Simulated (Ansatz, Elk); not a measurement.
# How far do independent atoms describe InAsOs5?

Structure refinements treat a crystal as free atoms side by side. For a made-up structure of InAsOs5 (cell and positions from a PBEsol relaxation) the runs below show what the calculated density changes in F(hkl).

Calculated with Elk 11.2.3 (patched build); DFT, PBE, all-electron APW+lo, Dirac cores, scalar-relativistic bands, static density, no spin.

The structure was built from a prototype and need not be the compound's stable phase.

## Step 1: The structure

Symmetry: P4/mmm, No. 123, tetragonal system. The conventional cell has a = 4.052 Å, b = 4.052 Å, c = 6.579 Å, α = 90.00°, β = 90.00°, γ = 90.00°. Os has 8 Os at 2.77 Å and 4 In at 2.87 Å nearest. Os has 2 As at 2.46 Å and 2 In at 2.77 Å and 3 Os at 2.77 to 2.79 Å nearest. Nearest to In lie 12 Os at 2.77 to 2.87 Å. Nearest to As lie 8 Os at 2.46 Å. Farther neighbours are not listed.

## Step 2: Ground state and structure factors

An all-electron density is needed, since X-rays see the cores too. Task 0 finds the density and task 195 Fourier-transforms it; tshift is off so that phases refer to the origin typed.

Contents of elk.in:

```
tasks
  0
  195

xctype
  20

spinpol
  .false.

rgkmax
  7.0

gmaxvr
  14.0

lmaxo
  7

lmaxapw
  8

swidth
  0.002

tshift
  .false.

ramdisk
  .false.

hmaxvr
  5.5

maxscl
  120

epspot
  1e-06

sppath
  './'

avec
  7.65714337843 -0.00000000000 -0.00000000000
  -0.00000000000 7.65714337843 -0.00000000000
  -0.00000000000 -0.00000000000 12.43260577610

atoms
  3
  'Os.in'
  5
  0.0000000000 0.0000000000 0.0000000000   0.000000 0.000000 0.000000
  0.5000000000 -0.0000000000 0.7121269370   0.000000 0.000000 0.000000
  0.5000000000 -0.0000000000 0.2878730630   0.000000 0.000000 0.000000
  -0.0000000000 0.5000000000 0.7121269370   0.000000 0.000000 0.000000
  -0.0000000000 0.5000000000 0.2878730630   0.000000 0.000000 0.000000
  'In.in'
  1
  0.5000000000 0.5000000000 0.0000000000   0.000000 0.000000 0.000000
  'As.in'
  1
  -0.0000000000 -0.0000000000 0.5000000000   0.000000 0.000000 0.000000

ngridk
  6 6 4
```

Command:

```
$ OMP_NUM_THREADS=4 elk
```

Numbers of over 12 decimals in the logs are rounded to 6 here.

Log:

```text
┌─────────────────────────┐
│ Elk code version 11.2.3 │
└─────────────────────────┘

All units are atomic (Hartree, Bohr, etc.)

┌─────────────────────────────────────────────────┐
│ Ground-state run starting from atomic densities │
└─────────────────────────────────────────────────┘

Lattice vectors :
   7.657143378      -0.000000000      -0.000000000
  -0.000000000       7.657143378      -0.000000000
  -0.000000000      -0.000000000       12.43260578

Reciprocal lattice vectors :
  0.8205651895       0.000000000       0.000000000
   0.000000000      0.8205651895       0.000000000
   0.000000000       0.000000000      0.5053795978

Unit cell volume      :    728.9466113
Brillouin zone volume :   0.3402858448

Muffin-tin inner radius fraction :   0.1000000000E-01

Nuclei treated as point charges

Species : 1 (Os)
 parameters loaded from : Os.in
 name : osmium
 nuclear charge    :   -76.00000000
 electronic charge :    76.00000000
 atomic mass :    346768.0767
 muffin-tin radius :    2.476388194
 number of radial points in muffin-tin :   1393
 inner part over the whole radius :   0.9981074066E-02
 number on inner part of muffin-tin    :    997
 approximate nuclear radius :   0.1019601503E-03
 number of mesh points to nuclear radius :    525
 atomic positions (lattice), magnetic fields (Cartesian) :
  1 :   0.00000000  0.00000000  0.00000000    0.00000000  0.00000000  0.00000000
  2 :   0.50000000  0.00000000 -0.28787306    0.00000000  0.00000000  0.00000000
  3 :   0.50000000  0.00000000  0.28787306    0.00000000  0.00000000  0.00000000
  4 :   0.00000000  0.50000000 -0.28787306    0.00000000  0.00000000  0.00000000
  5 :   0.00000000  0.50000000  0.28787306    0.00000000  0.00000000  0.00000000

Species : 2 (In)
 parameters loaded from : In.in
 name : indium
 nuclear charge    :   -49.00000000
 electronic charge :    49.00000000
 atomic mass :    209300.4102
 muffin-tin radius :    2.600000000
 number of radial points in muffin-tin :   1193
 inner part over the whole radius :   0.9943151076E-02
 number on inner part of muffin-tin    :    850
 approximate nuclear radius :   0.8768807633E-04
 number of mesh points to nuclear radius :    427
 atomic positions (lattice), magnetic fields (Cartesian) :
  1 :   0.50000000  0.50000000  0.00000000    0.00000000  0.00000000  0.00000000

Species : 3 (As)
 parameters loaded from : As.in
 name : arsenic
 nuclear charge    :   -33.00000000
 electronic charge :    33.00000000
 atomic mass :    136573.7220
 muffin-tin radius :    2.122618452
 number of radial points in muffin-tin :    993
 inner part over the whole radius :   0.9906799476E-02
 number on inner part of muffin-tin    :    700
 approximate nuclear radius :   0.7712558785E-04
 number of mesh points to nuclear radius :    344
 atomic positions (lattice), magnetic fields (Cartesian) :
  1 :   0.00000000  0.00000000  0.50000000    0.00000000  0.00000000  0.00000000

Total number of atoms per unit cell :    7
Total muffin-tin volume :    431.7457734
 ratio of muffin-tin to unit cell volume :   0.5922872358

Spin treatment :
 spin-unpolarised

Number of Bravais lattice symmetries :   16
Number of crystal symmetries         :   16
Crystal has inversion symmetry
Real symmetric eigensolver will be used

k-point grid :      6     6     4
k-point offset :    0.000000000       0.000000000       0.000000000
k-point set is reduced with full crystal symmetry group
Total number of k-points :       30

Muffin-tin radius times maximum |G+k| :    7.000000000
 using average radius
Maximum |G+k| for APW functions       :    2.864733244
Maximum (1/2)|G+k|²                   :    4.103348280
Maximum |G| for potential and density :    14.00000000
Constant for pseudocharge density :    9
 order of it for each species :   16  16  16
 order of it for pair densities of each species (exact exchange by exxq0 0: 17) :   10  11   6
Radial integration step length :    1

G-vector grid sizes :     35    35    56
Number of G-vectors :    33795

[...]
correlation                 :     -27.644125854317
 electron entropic           :    -0.30155212438010E-02
 total energy                :     -94557.149071363

Density of states at Fermi energy :    234.1984083
 (states/Hartree/unit cell)

Estimated indirect band gap :   0.7441560962E-03
 from k-point 22 to k-point 14
Estimated direct band gap   :   0.1101044317E-02
 at k-point 22

Charges :
 core                        :    278.0000000
 valence                     :    184.0000000
 interstitial                :    12.44711480
 muffin-tins (core leakage)
  species : 1 (Os)
[...]
species : 2 (In)
[...]
species : 3 (As)
[...]
total in muffin-tins        :    449.5528852
 total calculated charge     :    461.9968314
 total charge                :    462.0000000
 error                       :   0.3168637874E-02

RMS change in Kohn-Sham potential (target) :   0.1467801250     (  0.1000000000E-05)
Absolute change in total energy (target)   :   0.5209860398     (  0.1000000000E-03)

[... loops 3 to 16 left out ...]

┌──────────────────┐
│ Loop number : 17 │
└──────────────────┘

Energies :
 Fermi                       :     0.460640
 sum of occupied eigenvalues :     -57793.908425127
 electron kinetic            :      106586.85636170
 core electron kinetic       :      102446.59010926
 Coulomb                     :     -199190.78452996
 Coulomb potential           :     -161830.25486911
 nuclear-nuclear             :     -9575.4704001978
 electron-nuclear            :     -217639.83364206
 Hartree                     :      28024.519512304
 Madelung                    :     -118275.65709540
 xc potential                :     -2550.5099177141
 exchange                    :     -1922.3727390505
 correlation                 :     -27.641778764058
 electron entropic           :    -0.33690747363232E-02
 total energy                :     -94553.946055145

Density of states at Fermi energy :    263.3703296
 (states/Hartree/unit cell)

Estimated indirect band gap :   0.8369627630E-03
 from k-point 9 to k-point 6
Estimated direct band gap   :   0.2124374631E-02
 at k-point 13

Charges :
 core                        :    278.0000000
 valence                     :    184.0000000
 interstitial                :    11.84704260
 muffin-tins (core leakage)
  species : 1 (Os)
[...]
species : 2 (In)
[...]
species : 3 (As)
[...]
total in muffin-tins        :    450.1529574
 total calculated charge     :    461.9967146
 total charge                :    462.0000000
 error                       :   0.3285351037E-02

RMS change in Kohn-Sham potential (target) :   0.2325011983E-06 (  0.1000000000E-05)
Absolute change in total energy (target)   :   0.5189955118E-05 (  0.1000000000E-03)

Convergence targets achieved

┌──────────────────┐
│ Loop number : 18 │
└──────────────────┘

Energies :
 Fermi                       :     0.460639
 sum of occupied eigenvalues :     -57793.908535441
 electron kinetic            :      106586.85626640
 core electron kinetic       :      102446.59005467
 Coulomb                     :     -199190.78452347
 Coulomb potential           :     -161830.25486984
 nuclear-nuclear             :     -9575.4704001978
 electron-nuclear            :     -217639.83362957
 Hartree                     :      28024.519506302
 Madelung                    :     -118275.65708855
 xc potential                :     -2550.5099320049
 exchange                    :     -1922.3727388319
 correlation                 :     -27.641778759453
 electron entropic           :    -0.33690748758066E-02
 total energy                :     -94553.946143732

Density of states at Fermi energy :    263.3703331
 (states/Hartree/unit cell)

Estimated indirect band gap :   0.8369689738E-03
 from k-point 9 to k-point 6
Estimated direct band gap   :   0.2124364317E-02
 at k-point 13

Charges :
 core                        :    278.0000000
 valence                     :    184.0000000
 interstitial                :    11.84704233
 muffin-tins (core leakage)
  species : 1 (Os)
[...]
atom 5                    :    74.28336487     (  0.2369592522E-07)
  species : 2 (In)
   atom 1                    :    47.80274040     (  0.1347554194E-03)
  species : 3 (As)
   atom 1                    :    30.98145221     (  0.7916533350E-03)
 total in muffin-tins        :    450.1529577
 total calculated charge     :    461.9967146
 total charge                :    462.0000000
 error                       :   0.3285350791E-02

┌──────────────────────────────┐
│ Self-consistent loop stopped │
└──────────────────────────────┘

Warning : core states of species 2 leak from the muffin-tin :   0.1347554194E-03

Warning : core states of species 3 leak from the muffin-tin :   0.7916533350E-03

Wrote STATE.OUT
```

Wall time 1.7 min (4 threads of Arm Neoverse V2, shared host); peak memory 0.37 GiB; 5.8 min of CPU time.

SFACRHO.OUT:

```text

h k l indices transformed by vhmat matrix:
   1.000000000       0.000000000       0.000000000    
   0.000000000       1.000000000       0.000000000    
   0.000000000       0.000000000       1.000000000    

      h      k      l  multipl.   |H|            Re(F)            Im(F)           |F|

      0      0      0      1   0.0000000       462.00000     -0.52338725E-16   462.00000    
      0      0     -1      2  0.50537960       19.614537     -0.28004820E-13   19.614537    
      0      1      0      4  0.82056519       55.537927      0.21610454E-13   55.537927    
      0     -1     -1      8  0.96370938      -2.8610828     -0.32034699E-13   2.8610828    
      0      0      2      2   1.0107592      -103.12254      0.47589900E-13   103.12254    
     -1     -1      0      4   1.1604544      -130.17537     -0.21846526E-13   130.17537    
      1      1     -1      8   1.2657263       139.63932     -0.35790451E-13   139.63932    
      1      0     -2      8   1.3019068       51.087705      0.61576900E-13   51.087705    
      0      0     -3      2   1.5161388       237.10210      0.68239319E-13   237.10210    
     -1     -1     -2      8   1.5389245       343.93337      0.13999744E-12   343.93337    
      0     -2      0      4   1.6411304       364.24516      0.38741394E-13   364.24516    
     -2      0     -1      8   1.7171830       15.527839     -0.25393923E-13   15.527839    
     -1      0     -3      8   1.7239501     -0.46166033     -0.65914918E-13  0.46166033    
      2     -1      0      8   1.8348395       46.641963     -0.38740750E-13   46.641963    
     -1     -2      1     16   1.9031670      0.54060683E-01  0.20793801E-13  0.54060683E-01
      1      1      3      8   1.9092751      -81.929208      0.18272905E-12   81.929208    
      0     -2      2      8   1.9274188      -89.574153      0.23484075E-14   89.574153    
      0      0     -4      2   2.0215184       244.36123      0.19217503E-12   244.36123
```

Elk indexes on the primitive cell of elk.in and gives |H| = 4π sin θ/λ in inverse bohr. Below, one row stands for each form hkl of the conventional cell (m members, Friedel mates merged), F is for one primitive cell and the density is static (no thermal factor). Free-atom factors are Waasmaier and Kirfel's, and R is Σm||F|−|F'||/Σm|F|.

```tsv
hkl	m	sin θ/λ (Å⁻¹)	abs F, DFT	neutral atoms	diff.
001	2	0.076	19.614	19.575	+0.039
100	4	0.123	55.538	55.438	+0.100
101	8	0.145	2.861	2.940	-0.079
002	2	0.152	103.123	102.909	+0.214
110	4	0.174	130.175	130.150	+0.025
111	8	0.190	139.639	139.823	-0.184
102	8	0.196	51.088	51.053	+0.035
003	2	0.228	237.102	237.760	-0.658
112	8	0.231	343.933	344.831	-0.898
200	4	0.247	364.245	365.360	-1.115
201	8	0.258	15.528	15.626	-0.098
103	8	0.259	0.462	0.441	+0.021
210	8	0.276	46.642	46.893	-0.251
211	16	0.286	0.054	0.032	+0.022
```

## Step 3: The highest occupied states alone

An energy window below the Fermi level keeps the highest occupied states, to see at which angles they scatter; shallow core shells can lie inside it and anion s states outside. No new self-consistency is needed.

elk.in, as its differences from that of step 2:

```diff
@@ -1,3 +1,2 @@
 tasks
-  0
   195
@@ -40,2 +39,5 @@
 
+wsfac
+  0.093150 0.760640
+
 sppath
```

Command:

```
$ OMP_NUM_THREADS=4 elk
```

Log:

```text
┌─────────────────────────────────┐
│ Elk code version 11.2.3 started │
└─────────────────────────────────┘

Info(readinput): the functional depends on the density's gradient
 muffin-tin radial points multiplied by    2.00000
 (not where nrmtscf is given)

┌────────────────────┐
│ Current task : 195 │
└────────────────────┘
Info(checkmt): changed muffin-tin radius of species 1 (Os) from   2.8000 to   2.4764
Info(checkmt): changed muffin-tin radius of species 3 (As) from   2.4000 to   2.1226

Info(sfacrho): density structure factors written to SFACRHO.OUT

 Energy window :   0.9315000000E-01  0.7606400000

┌──────────────────┐
│ Elk code stopped │
└──────────────────┘
```

Run time: 17 s. Hardware: 4 threads; peak memory 0.18 GiB; 23 s of CPU time.

States within 10 eV below the Fermi level hold 45.98 electrons; any levels below the window count with the cores. Their amplitudes can exceed the total, where window and core parts have opposite phase:

```tsv
hkl	sin θ/λ (Å⁻¹)	abs F, window	abs F, all
001	0.076	0.063	19.614
100	0.123	4.961	55.538
101	0.145	1.894	2.861
002	0.152	7.319	103.123
110	0.174	7.039	130.175
111	0.190	4.132	139.639
102	0.196	2.393	51.088
003	0.228	4.642	237.102
112	0.231	6.008	343.933
200	0.247	5.058	364.245
```

## Step 4: Another functional

The difference from free atoms is small, so it is set against the change that LDA (Perdew-Wang) makes.

elk.in, as its differences from that of step 3:

```diff
@@ -1,2 +1,3 @@
 tasks
+  0
   195
@@ -4,3 +5,3 @@
 xctype
-  20
+  3
 
@@ -39,5 +40,2 @@
 
-wsfac
-  0.093150 0.760640
-
 sppath
```

Command:

```
$ OMP_NUM_THREADS=4 elk
```

Log:

```text
┌─────────────────────────┐
│ Elk code version 11.2.3 │
└─────────────────────────┘

All units are atomic (Hartree, Bohr, etc.)

┌─────────────────────────────────────────────────┐
│ Ground-state run starting from atomic densities │
└─────────────────────────────────────────────────┘

Lattice vectors :
   7.657143378      -0.000000000      -0.000000000
  -0.000000000       7.657143378      -0.000000000
  -0.000000000      -0.000000000       12.43260578

Reciprocal lattice vectors :
  0.8205651895       0.000000000       0.000000000
[...]
species : 2 (In)
   atom 1                    :    47.82761115     (  0.1326093838E-03)
  species : 3 (As)
   atom 1                    :    31.00297857     (  0.8099982617E-03)
 total in muffin-tins        :    450.2466002
 total calculated charge     :    461.9966097
 total charge                :    462.0000000
 error                       :   0.3390289227E-02

┌──────────────────────────────┐
│ Self-consistent loop stopped │
└──────────────────────────────┘

Warning : core states of species 2 leak from the muffin-tin :   0.1326093838E-03

Warning : core states of species 3 leak from the muffin-tin :   0.8099982617E-03

Wrote STATE.OUT
[key lines of the parts left out:]
total energy                :     -94496.617417345
```

Run time: 62 s. Hardware: 4 threads; peak memory 0.25 GiB.

Against the first run R = 0.02 %; the largest change is -0.064 at 220.

## Step 5: Basis size

A smaller basis shows how fast F responds to it; the change is likely larger than the basis error of the first run, but doesn't show convergence.

elk.in, as its differences from that of step 4:

```diff
@@ -5,3 +5,3 @@
 xctype
-  3
+  20
 
@@ -11,3 +11,3 @@
 rgkmax
-  7.0
+  5.5
```

Command:

```
$ OMP_NUM_THREADS=4 elk
```

Log:

```text
┌─────────────────────────┐
│ Elk code version 11.2.3 │
└─────────────────────────┘

All units are atomic (Hartree, Bohr, etc.)

┌─────────────────────────────────────────────────┐
│ Ground-state run starting from atomic densities │
└─────────────────────────────────────────────────┘

Lattice vectors :
   7.657143378      -0.000000000      -0.000000000
  -0.000000000       7.657143378      -0.000000000
  -0.000000000      -0.000000000       12.43260578

Reciprocal lattice vectors :
  0.8205651895       0.000000000       0.000000000
[...]
species : 2 (In)
   atom 1                    :    47.78923292     (  0.1354404815E-03)
  species : 3 (As)
   atom 1                    :    30.95643204     (  0.8019291643E-03)
 total in muffin-tins        :    449.5923498
 total calculated charge     :    462.0003657
 total charge                :    462.0000000
 error                       :   0.3656730628E-03

┌──────────────────────────────┐
│ Self-consistent loop stopped │
└──────────────────────────────┘

Warning : core states of species 2 leak from the muffin-tin :   0.1354404815E-03

Warning : core states of species 3 leak from the muffin-tin :   0.8019291643E-03

Wrote STATE.OUT
[key lines of the parts left out:]
total energy                :     -94553.473020285
```

Run time: 1.7 min. Hardware: 4 threads; peak memory 0.37 GiB.

Against the first run R = 0.03 %; the largest change is +0.357 at 220.

## Step 6: Settings against the effect

```tsv
run	R against the first run (%)	R against neutral atoms, low angle (%)	wall time
PBE, rgkmax 7	0.00	0.27	1.7 min
LDA (Perdew-Wang)	0.02	0.27	62 s
rgkmax 5.5	0.03	0.29	1.7 min
```

## Step 7: Results

| Item | Value |
| --- | --- |
| R against neutral atoms, sin θ/λ < 0.3 Å⁻¹ | 0.27 % |
| R against neutral atoms, 0.3 to 0.75 Å⁻¹ | 0.19 % |

Independent neutral atoms miss the calculated amplitudes by R = 0.27 % below 0.3 Å⁻¹ and 0.19 % from there to 0.75 Å⁻¹; by shells, 0.39 % below 0.15 Å⁻¹ (3 forms), 0.27 % 0.15 to 0.3 (13 forms), 0.13 % 0.3 to 0.45 (23 forms), 0.21 % above 0.45 (110 forms). Bonding, aspherical density and the tables' own atoms all enter these figures, and the runs don't part them. The largest change of an amplitude is -1.12 electrons, at 200. The window's part falls from 46.0 electrons at the origin to at most 0.76 between 0.45 and 0.75 Å⁻¹. Below 0.3 Å⁻¹ the changes that finished (LDA (Perdew-Wang) and rgkmax 5.5) move F by R = 0.05 % at most, against the 0.27 % that separates it from free atoms. A single amplitude moves by up to 0.36 electrons, against 1.12 for the largest difference from free atoms. The k-mesh has no finished test. These runs have no spin, though d or f shells may be open. Spin-orbit coupling is left out, which can matter for elements this heavy. Part of the difference isn't bonding: the tables are fits to free atoms and ions calculated by other methods than this functional. Thermal motion, anomalous dispersion and extinction are left out.

[Logs are printed without paths, hosts, clocks, repeated set-up lines and the standing remarks that a program may print on its own settings, such as how far it seeks lower states.]

[Hosts, paths, dates, database ids (printed as entryN), source tags and the programs' standing remarks are cut or masked in the printed files.]
